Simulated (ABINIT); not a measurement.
# CsPbCl3 (Pm-3m): zone-centre phonons

Aim: the zone-centre modes of CsPbCl3 (Pm-3m).

Method: DFT LDA, scalar-relativistic, plane waves, PseudoDojo norm-conserving pseudopotentials, in ABINIT 10.8.3.

## (1) The starting structure

It takes space group Pm-3m (No. 221, cubic). Conventional cell: a = 5.880 Å, b = 5.880 Å, c = 5.880 Å, α = 90.00°, β = 90.00°, γ = 90.00°. Cs has 12 Cl at 4.16 Å nearest. Nearest to Pb lie 6 Cl at 2.94 Å. Cl has 2 Pb at 2.94 Å and 4 Cs at 4.16 Å nearest. Farther neighbours and most contacts between anions are not listed.

## (2) A first look

A first run with smearing and empty bands tells whether the crystal has a gap, which decides between fixed occupations and smearing later on.

probe.abi

```
# ground state
tolvrs 1.0d-08
prtden 1
prtwf 1

# basis, mesh and filling
ecut 24.0
ngkpt 4 4 4
nshiftk 1
shiftk 0.0 0.0 0.0
istwfk *1
occopt 7
tsmear 0.005
nband 31
nstep 100
diemac 9.0
prtebands 0
prtgsr 0
useylm 1

# cell and atoms
acell 3*1.0 Angstrom
rprim 
    5.88 0.0 0.0
    0.0 5.88 0.0
    0.0 0.0 5.88
ntypat 3
znucl 55 82 17
natom 5
typat 1 2 3 3 3
xred 
    0.0 0.0 0.0
    0.5 0.5 0.5
    0.5 0.5 0.0
    0.5 0.0 0.5
    0.0 0.5 0.5
pp_dirpath "./pseudo"
pseudos "Cs.upf, Pb.upf, Cl.upf"
```

Command:

```sh
> OMP_NUM_THREADS=1 mpirun -n 4 abinit probe.abi > probe.log
```

Numbers of over 12 decimals in the logs are rounded to 6 here.

probe.abo, the main output file:

```text
[banners, grids, parts of the stress and lines that vanish by symmetry left out]
- input  file    -> probe.abi
- output file    -> probe.abo
- root for input  files -> probei
[...]
Symmetries : space group Pm -3 m (#221); Bravais cP (primitive cubic)
[...]
mpw =        7809          nfft =      125000          nkpt =          10
[...]
== DATASET  1 ==================================================================
[...]
cutoff_energies: {ecut:  24.0, pawecutdg:  -1.0, }
[...]
ETOT  1  -142.86400071505    -1.429E+02 1.336E-01 2.250E+02
 ETOT  2  -143.13305416100    -2.691E-01 1.114E-02 4.230E+01
 ETOT  3  -143.15044389358    -1.739E-02 1.742E-03 3.229E+00
 ETOT  4  -143.15088056449    -4.367E-04 1.038E-03 1.448E-01
 ETOT  5  -143.15089700256    -1.644E-05 3.608E-04 5.069E-02
[...]
ETOT 10  -143.15090431587    -2.466E-10 9.430E-05 1.477E-08
 ETOT 11  -143.15090431589    -2.410E-11 6.095E-05 6.692E-10
 At SCF step   11       vres2   =  6.69E-10 < tolvrs=  1.00E-08 =>converged.
[...]
sigma(1 1)=  1.26341877E-04  sigma(3 2)=  0.00000000E+00
  sigma(2 2)=  1.26341877E-04  sigma(3 1)=  0.00000000E+00
  sigma(3 3)=  1.26341877E-04  sigma(2 1)=  0.00000000E+00
[...]
convergence: {deltae: -2.410E-11, res2:  6.692E-10, residm:  6.095E-05, diffor: null, }
etotal    :  -1.43150904E+02
[...]
sigma(1 1)=  1.26341877E-04  sigma(3 2)=  0.00000000E+00
  sigma(2 2)=  1.26341877E-04  sigma(3 1)=  0.00000000E+00
  sigma(3 3)=  1.26341877E-04  sigma(2 1)=  0.00000000E+00
[...]
- sigma(1 1)=  3.71710636E+00  sigma(3 2)=  0.00000000E+00
- sigma(2 2)=  3.71710636E+00  sigma(3 1)=  0.00000000E+00
- sigma(3 3)=  3.71710636E+00  sigma(2 1)=  0.00000000E+00
[...]
fcart     -0.0000000000E+00 -0.0000000000E+00 -0.0000000000E+00
           strten      1.2634187733E-04  1.2634187733E-04  1.2634187733E-04
================================================================================

[key lines of the parts left out:]
pressure_GPa:  -3.7171E+00
```

Run time: 31 s. Hardware: 4 MPI ranks of Arm Neoverse V2, shared host.

Read from the output:

| Item | Value |
| --- | --- |
| volume per atom | 40.66 Å³ |
| pressure | -3.717 GPa |
| gap on the k-mesh | 2.232 eV |

A gap of 2.2 eV opens on this mesh, so the crystal is taken as an insulator; the printed pressure holds the stress of the finite basis too.

## (3) Rough relaxation

The typed start is rough, so a first relaxation with smearing and loose thresholds takes it towards rest cheaply.

prerelax.abi

```
# relaxation
ionmov 2
optcell 2
dilatmx 1.15
chkdilatmx 0
ntime 40
tolmxf 3.0d-04
tolvrs 1.0d-10
prtwf 0
prtden 0
chksymtnons 0

# basis, mesh and filling
ecut 25.0
ecutsm 3.0
ngkpt 4 4 4
nshiftk 1
shiftk 0.0 0.0 0.0
istwfk *1
occopt 7
tsmear 0.005
nband 31
nstep 100
diemac 9.0
prtebands 0
prtgsr 0
useylm 1

# cell and atoms
acell 3*1.0 Angstrom
rprim 
    5.88 0.0 0.0
    0.0 5.88 0.0
    0.0 0.0 5.88
ntypat 3
znucl 55 82 17
natom 5
typat 1 2 3 3 3
xred 
    0.0 0.0 0.0
    0.5 0.5 0.5
    0.5 0.5 0.0
    0.5 0.0 0.5
    0.0 0.5 0.5
pp_dirpath "./pseudo"
pseudos "Cs.upf, Pb.upf, Cl.upf"
```

Command:

```sh
> OMP_NUM_THREADS=1 mpirun -n 4 abinit prerelax.abi > prerelax.log
```

prerelax.abo, the main output file:

```text
[banners, grids, parts of the stress and lines that vanish by symmetry left out]
- input  file    -> prerelax.abi
- output file    -> prerelax.abo
- root for input  files -> prerelaxi
[...]
Symmetries : space group Pm -3 m (#221); Bravais cP (primitive cubic)
[...]
mpw =       12568          nfft =      216000          nkpt =          10
[...]
== DATASET  1 ==================================================================
[...]
cutoff_energies: {ecut:  25.0, pawecutdg:  -1.0, }
[...]
ETOT  1  -142.89494024647    -1.429E+02 1.158E-01 3.866E+02
 ETOT  2  -143.13305832038    -2.381E-01 8.114E-03 7.080E+01
 ETOT  3  -143.15010394687    -1.705E-02 1.038E-03 5.269E+00
 ETOT  4  -143.15053828678    -4.343E-04 8.931E-04 2.489E-01
 ETOT  5  -143.15055787174    -1.958E-05 2.170E-04 7.949E-02
[...]
At SCF step   12       vres2   =  6.43E-11 < tolvrs=  1.00E-10 =>converged.
[...]
ETOT 12  -143.16704580926     2.220E-11 9.196E-09 2.681E-12
 At SCF step   12       vres2   =  2.68E-12 < tolvrs=  1.00E-10 =>converged.
[...]
sigma(1 1)=  2.10903945E-06  sigma(3 2)=  0.00000000E+00
  sigma(2 2)=  2.10903945E-06  sigma(3 1)=  0.00000000E+00
  sigma(3 3)=  2.10903945E-06  sigma(2 1)=  0.00000000E+00
[...]
convergence: {deltae:  2.220E-11, res2:  2.681E-12, residm:  9.196E-09, diffor: null, }
etotal    :  -1.43167046E+02
[...]
At Broyd/MD step   5, gradients are converged :
[...]
sigma(1 1)=  2.10903945E-06  sigma(3 2)=  0.00000000E+00
  sigma(2 2)=  2.10903945E-06  sigma(3 1)=  0.00000000E+00
  sigma(3 3)=  2.10903945E-06  sigma(2 1)=  0.00000000E+00
[...]
- sigma(1 1)=  6.20500829E-02  sigma(3 2)=  0.00000000E+00
- sigma(2 2)=  6.20500829E-02  sigma(3 1)=  0.00000000E+00
- sigma(3 3)=  6.20500829E-02  sigma(2 1)=  0.00000000E+00
[...]
fcart     -0.0000000000E+00 -0.0000000000E+00 -0.0000000000E+00
           strten      2.1090394504E-06  2.1090394504E-06  2.1090394504E-06
================================================================================

[key lines of the parts left out:]
pressure_GPa:  -6.2050E-02
Total energy (etotal) [Ha]= -1.43167045809260E+02
```

Elapsed: 4.3 min, on 4 MPI ranks.

Step by step:

| step | energy less that of the first step (eV) | largest force (eV/Å) | volume (Å³) |
| --- | --- | --- | --- |
| 1 | 0.0000 | 0.0000 | 203.30 |
| 2 | -0.0468 | 0.0000 | 201.12 |
| 3 | -0.3675 | 0.0000 | 157.65 |
| 4 | -0.4423 | 0.0000 | 172.50 |
| 5 | -0.4485 | 0.0000 | 169.40 |

| conventional cell, symmetrised | before | after | change |
| --- | --- | --- | --- |
| a (Å) | 5.880 | 5.533 | -5.9 % |
| b (Å) | 5.880 | 5.533 | -5.9 % |
| c (Å) | 5.880 | 5.533 | -5.9 % |
| volume (Å³/atom) | 40.66 | 33.88 | -16.7 % |

Final coordinates:

```cif
data_structure
_symmetry_space_group_name_H-M 'P 1'
_symmetry_Int_Tables_number 1
_cell_length_a 5.5331
_cell_length_b 5.5331
_cell_length_c 5.5331
_cell_angle_alpha 90.000
_cell_angle_beta 90.000
_cell_angle_gamma 90.000
_cell_volume 169.40
loop_
_atom_site_label
_atom_site_type_symbol
_atom_site_fract_x
_atom_site_fract_y
_atom_site_fract_z
_atom_site_occupancy
Cs1 Cs 0.00000 0.00000 0.00000 1
Pb2 Pb 0.50000 0.50000 0.50000 1
Cl3 Cl 0.50000 0.50000 0.00000 1
Cl4 Cl 0.50000 0.00000 0.50000 1
Cl5 Cl 0.00000 0.50000 0.50000 1
```

This step gave:

```
volume per atom   : 33.88 Å³
pressure          : -0.06205 GPa
gap on the k-mesh : 1.560 eV
```

The volume changes by -16.7 % in this run and stands -16.7 % from the first cell.

## (4) Rough relaxation

The cell changed much, so the rough relaxation is repeated on a basis made for the new cell.

Changes to prerelax.abi since step 3:

```diff
@@ -31,5 +31,5 @@
 rprim 
-    5.88 0.0 0.0
-    0.0 5.88 0.0
-    0.0 0.0 5.88
+    5.533090722 0.0 0.0
+    0.0 5.533090722 0.0
+    0.0 0.0 5.533090722
 ntypat 3
```

prerelax.abo, the main output file:

```text
[banners, grids, parts of the stress and lines that vanish by symmetry left out]
- input  file    -> prerelax.abi
- output file    -> prerelax.abo
- root for input  files -> prerelaxi
[...]
Symmetries : space group Pm -3 m (#221); Bravais cP (primitive cubic)
[...]
mpw =       10432          nfft =      216000          nkpt =          10
[...]
== DATASET  1 ==================================================================
[...]
cutoff_energies: {ecut:  25.0, pawecutdg:  -1.0, }
[...]
ETOT  1  -142.99567538413    -1.430E+02 1.192E-01 2.693E+02
 ETOT  2  -143.15657935926    -1.609E-01 1.314E-02 4.850E+01
 ETOT  3  -143.16687788191    -1.030E-02 1.381E-03 2.292E+00
 ETOT  4  -143.16703074597    -1.529E-04 5.033E-04 1.436E-01
 ETOT  5  -143.16704297960    -1.223E-05 1.996E-04 3.518E-02
[...]
ETOT 12  -143.16704580927     4.832E-12 3.268E-05 1.760E-10
 ETOT 13  -143.16704580927     1.876E-12 5.007E-05 1.311E-11
 At SCF step   13       vres2   =  1.31E-11 < tolvrs=  1.00E-10 =>converged.
[...]
sigma(1 1)=  2.10906216E-06  sigma(3 2)=  0.00000000E+00
  sigma(2 2)=  2.10906216E-06  sigma(3 1)=  0.00000000E+00
  sigma(3 3)=  2.10906216E-06  sigma(2 1)=  0.00000000E+00
[...]
convergence: {deltae:  1.876E-12, res2:  1.311E-11, residm:  5.007E-05, diffor: null, }
etotal    :  -1.43167046E+02
[...]
At Broyd/MD step   1, gradients are converged :
[...]
sigma(1 1)=  2.10906216E-06  sigma(3 2)=  0.00000000E+00
  sigma(2 2)=  2.10906216E-06  sigma(3 1)=  0.00000000E+00
  sigma(3 3)=  2.10906216E-06  sigma(2 1)=  0.00000000E+00
[...]
- sigma(1 1)=  6.20507510E-02  sigma(3 2)=  0.00000000E+00
- sigma(2 2)=  6.20507510E-02  sigma(3 1)=  0.00000000E+00
- sigma(3 3)=  6.20507510E-02  sigma(2 1)=  0.00000000E+00
[...]
fcart     -0.0000000000E+00 -0.0000000000E+00 -0.0000000000E+00
           strten      2.1090621573E-06  2.1090621573E-06  2.1090621573E-06
================================================================================

[key lines of the parts left out:]
pressure_GPa:  -6.2051E-02
Total energy (etotal) [Ha]= -1.43167045809267E+02
```

Run time: 49 s. Hardware: 4 MPI ranks; 3.3 min of CPU time.

Little changed from the start: no atom moved by 0.005 Å and no cell edge by 0.1 %.

The volume changes by +0.0 % in this run and stands -16.7 % from the first cell.

## (5) Relaxing the cell and atoms

The harmonic expansion needs vanishing forces, and a free crystal bears no stress, so cell and atoms are brought to rest. Stress is more sensitive to the basis than forces are: the last 3 Ha under the cutoff are smoothed with ecutsm, and the cutoff is raised above that of the later runs.

relax.abi

```
# relaxation
ionmov 2
optcell 2
dilatmx 1.08
ntime 40
tolmxf 1.0d-05
tolvrs 1.0d-14
prtwf 0
prtden 0
chksymtnons 0

# basis, mesh and filling
ecut 31.0
ecutsm 3.0
ngkpt 4 4 4
nshiftk 1
shiftk 0.0 0.0 0.0
istwfk *1
occopt 1
nband 22
nstep 100
diemac 9.0
prtebands 0
prtgsr 0
useylm 1

# cell and atoms
acell 3*1.0 Angstrom
rprim 
    5.533090726 0.0 0.0
    0.0 5.533090726 0.0
    0.0 0.0 5.533090726
ntypat 3
znucl 55 82 17
natom 5
typat 1 2 3 3 3
xred 
    0.0 0.0 0.0
    0.5 0.5 0.5
    0.5 0.5 0.0
    0.5 0.0 0.5
    0.0 0.5 0.5
pp_dirpath "./pseudo"
pseudos "Cs.upf, Pb.upf, Cl.upf"
```

Command:

```sh
> OMP_NUM_THREADS=1 mpirun -n 4 abinit relax.abi > relax.log
```

relax.abo, the main output file:

```text
[banners, grids, parts of the stress and lines that vanish by symmetry left out]
- input  file    -> relax.abi
- output file    -> relax.abo
- root for input  files -> relaxi
[...]
Symmetries : space group Pm -3 m (#221); Bravais cP (primitive cubic)
[...]
mpw =       11948          nfft =      216000          nkpt =          10
[...]
== DATASET  1 ==================================================================
[...]
cutoff_energies: {ecut:  31.0, pawecutdg:  -1.0, }
[...]
ETOT  1  -142.02470441959    -1.420E+02 2.309E-01 4.546E+02
 ETOT  2  -143.15763921252    -1.133E+00 4.627E-03 1.634E+02
 ETOT  3  -143.16703128872    -9.392E-03 7.470E-04 3.844E+01
 ETOT  4  -143.16794649510    -9.152E-04 3.968E-05 8.537E+00
 ETOT  5  -143.16823800526    -2.915E-04 1.384E-05 5.436E-01
[...]
At SCF step   19       vres2   =  2.52E-15 < tolvrs=  1.00E-14 =>converged.
[...]
sigma(1 1)=  2.07233620E-06  sigma(3 2)=  0.00000000E+00
  sigma(2 2)=  2.07233620E-06  sigma(3 1)=  0.00000000E+00
  sigma(3 3)=  2.07233620E-06  sigma(2 1)=  0.00000000E+00
[...]
convergence: {deltae: -5.571E-12, res2:  2.521E-15, residm:  8.221E-18, diffor: null, }
etotal    :  -1.43168257E+02
[...]
ETOT  1  -143.16825717603    -1.432E+02 2.062E-10 1.249E-02
[...]
At SCF step   12       vres2   =  4.10E-15 < tolvrs=  1.00E-14 =>converged.
[...]
sigma(1 1)=  1.88651926E-06  sigma(3 2)=  0.00000000E+00
  sigma(2 2)=  1.88651926E-06  sigma(3 1)=  0.00000000E+00
  sigma(3 3)=  1.88651926E-06  sigma(2 1)=  0.00000000E+00
[...]
convergence: {deltae:  1.620E-12, res2:  4.099E-15, residm:  1.910E-18, diffor: null, }
etotal    :  -1.43168258E+02
[...]
ETOT  1  -143.16820006818    -1.432E+02 3.452E-08 1.281E+00
[...]
ETOT 14  -143.16825979450    -2.728E-12 3.971E-18 1.491E-14
 ETOT 15  -143.16825979449     8.299E-12 6.251E-19 7.667E-17
 At SCF step   15       vres2   =  7.67E-17 < tolvrs=  1.00E-14 =>converged.
[...]
sigma(1 1)= -6.17670733E-09  sigma(3 2)=  0.00000000E+00
  sigma(2 2)= -6.17670733E-09  sigma(3 1)=  0.00000000E+00
  sigma(3 3)= -6.17670732E-09  sigma(2 1)=  0.00000000E+00
[...]
convergence: {deltae:  8.299E-12, res2:  7.667E-17, residm:  6.251E-19, diffor: null, }
etotal    :  -1.43168260E+02
[...]
At Broyd/MD step   3, gradients are converged :
[...]
sigma(1 1)= -6.17670733E-09  sigma(3 2)=  0.00000000E+00
  sigma(2 2)= -6.17670733E-09  sigma(3 1)=  0.00000000E+00
  sigma(3 3)= -6.17670732E-09  sigma(2 1)=  0.00000000E+00
[...]
- sigma(1 1)= -1.81725004E-04  sigma(3 2)=  0.00000000E+00
- sigma(2 2)= -1.81725004E-04  sigma(3 1)=  0.00000000E+00
- sigma(3 3)= -1.81725004E-04  sigma(2 1)=  0.00000000E+00
[...]
fcart     -0.0000000000E+00 -0.0000000000E+00 -0.0000000000E+00
           strten     -6.1767073257E-09 -6.1767073275E-09 -6.1767073240E-09
================================================================================

[key lines of the parts left out:]
pressure_GPa:   1.8173E-04
Total energy (etotal) [Ha]= -1.43168259794492E+02
```

It took 2 min on 4 MPI ranks; 8.1 min of CPU time.

Little changed from the start: no atom moved by 0.005 Å and no cell edge by 0.1 %.

Read from the output:

```yaml
volume_per_atom: 33.81 Å³
pressure: 1.82e-4 GPa
```

The volume changes by -0.2 % in this run and stands -16.8 % from the first cell.

## (6) Self-consistent run for the response

The response is built on these wavefunctions, so the potential is converged far more tightly than an energy would need. The mesh is shifted off Γ, since shifted meshes converge sums over the zone faster.

gs.abi

```
# ground state
tolvrs 1.0d-16
prtden 1
prtwf 1

# basis, mesh and filling
ecut 24.0
ngkpt 4 4 4
nshiftk 1
shiftk 0.5 0.5 0.5
istwfk *1
occopt 1
nband 22
nstep 100
diemac 9.0
prtebands 0
prtgsr 0
useylm 1

# cell and atoms
acell 3*1.0 Angstrom
rprim 
    5.529261578 0.0 0.0
    0.0 5.529261578 0.0
    0.0 0.0 5.529261578
ntypat 3
znucl 55 82 17
natom 5
typat 1 2 3 3 3
xred 
    0.0 0.0 0.0
    0.5 0.5 0.5
    0.5 0.5 0.0
    0.5 0.0 0.5
    0.0 0.5 0.5
pp_dirpath "./pseudo"
pseudos "Cs.upf, Pb.upf, Cl.upf"
```

Command:

```sh
> OMP_NUM_THREADS=1 mpirun -n 4 abinit gs.abi > gs.log
```

gs.abo, the main output file:

```text
[banners, grids, parts of the stress and lines that vanish by symmetry left out]
- input  file    -> gs.abi
- output file    -> gs.abo
- root for input  files -> gsi
[...]
Symmetries : space group Pm -3 m (#221); Bravais cP (primitive cubic)
[...]
mpw =        6425          nfft =      110592          nkpt =           4
[...]
== DATASET  1 ==================================================================
[...]
cutoff_energies: {ecut:  24.0, pawecutdg:  -1.0, }
[...]
ETOT  1  -141.99563403374    -1.420E+02 1.710E-01 1.695E+02
 ETOT  2  -143.15931600372    -1.164E+00 1.071E-03 7.491E+01
 ETOT  3  -143.16855792469    -9.242E-03 4.483E-05 1.739E+01
 ETOT  4  -143.16914825593    -5.903E-04 3.157E-05 5.397E+00
 ETOT  5  -143.16964378148    -4.955E-04 8.826E-06 8.124E-02
[...]
ETOT 18  -143.16966976530     4.832E-13 3.480E-19 5.840E-15
 ETOT 19  -143.16966976530     5.514E-12 5.443E-20 3.148E-18
 At SCF step   19       vres2   =  3.15E-18 < tolvrs=  1.00E-16 =>converged.
[...]
sigma(1 1)=  1.67295001E-05  sigma(3 2)=  0.00000000E+00
  sigma(2 2)=  1.67295001E-05  sigma(3 1)=  0.00000000E+00
  sigma(3 3)=  1.67295001E-05  sigma(2 1)=  0.00000000E+00
[...]
convergence: {deltae:  5.514E-12, res2:  3.148E-18, residm:  5.443E-20, diffor: null, }
etotal    :  -1.43169670E+02
[...]
sigma(1 1)=  1.67295001E-05  sigma(3 2)=  0.00000000E+00
  sigma(2 2)=  1.67295001E-05  sigma(3 1)=  0.00000000E+00
  sigma(3 3)=  1.67295001E-05  sigma(2 1)=  0.00000000E+00
[...]
- sigma(1 1)=  4.92198886E-01  sigma(3 2)=  0.00000000E+00
- sigma(2 2)=  4.92198886E-01  sigma(3 1)=  0.00000000E+00
- sigma(3 3)=  4.92198886E-01  sigma(2 1)=  0.00000000E+00
[...]
fcart     -0.0000000000E+00 -0.0000000000E+00 -0.0000000000E+00
           strten      1.6729500090E-05  1.6729500090E-05  1.6729500090E-05
================================================================================

[key lines of the parts left out:]
pressure_GPa:  -4.9220E-01
```

The job ended after 11 s (4 MPI ranks; 43 s of CPU time).

Numbers from this step:

```yaml
pressure: -0.4922 GPa
```

The cell stands at -0.49 GPa: the relaxation ran with a smoothed and higher cutoff and on another k mesh.

## (7) Empty bands

Empty bands on the ground state's density check that the gap assumed so far is there in this cell.

gap.abi

```
# empty bands on the ground state's density
iscf -2
getden_filepath "gso_DEN"
tolwfr 1.0d-12
nbdbuf 2
prtwf 0

# basis, mesh and filling
ecut 24.0
ngkpt 4 4 4
nshiftk 1
shiftk 0.0 0.0 0.0
istwfk *1
occopt 1
nband 26
nstep 100
diemac 9.0
prtebands 0
prtgsr 0
useylm 1

# cell and atoms
acell 3*1.0 Angstrom
rprim 
    5.529261578 0.0 0.0
    0.0 5.529261578 0.0
    0.0 0.0 5.529261578
ntypat 3
znucl 55 82 17
natom 5
typat 1 2 3 3 3
xred 
    0.0 0.0 0.0
    0.5 0.5 0.5
    0.5 0.5 0.0
    0.5 0.0 0.5
    0.0 0.5 0.5
pp_dirpath "./pseudo"
pseudos "Cs.upf, Pb.upf, Cl.upf"
```

Command:

```sh
> OMP_NUM_THREADS=1 mpirun -n 4 abinit gap.abi > gap.log
```

gap.abo, the main output file:

```text
[banners, grids, parts of the stress and lines that vanish by symmetry left out]
- input  file    -> gap.abi
- output file    -> gap.abo
- root for input  files -> gapi
[...]
Symmetries : space group Pm -3 m (#221); Bravais cP (primitive cubic)
[...]
mpw =        6432          nfft =      110592          nkpt =          10
[...]
== DATASET  1 ==================================================================
[...]
cutoff_energies: {ecut:  24.0, pawecutdg:  -1.0, }
[...]
-outvars: echo values of variables after computation
            acell      1.8897261259E+00  1.8897261259E+00  1.8897261259E+00 Bohr
================================================================================
```

Wall time 18 s (4 MPI ranks).

Numbers from this step:

- gap on the k-mesh: 1.565 eV

In this cell the gap on the mesh is 1.6 eV, direct, so fixed occupations hold.

(Part 1 of 2 ends here.)

[Host names and launcher messages were left out of these logs when they were recorded.]

[Logs are printed without paths, hosts, clocks, repeated set-up lines and the standing remarks that a program may print on its own settings, such as how far it seeks lower states.]

[Hosts, paths, dates, database ids (printed as entryN), source tags and the programs' standing remarks are cut or masked in the printed files.]
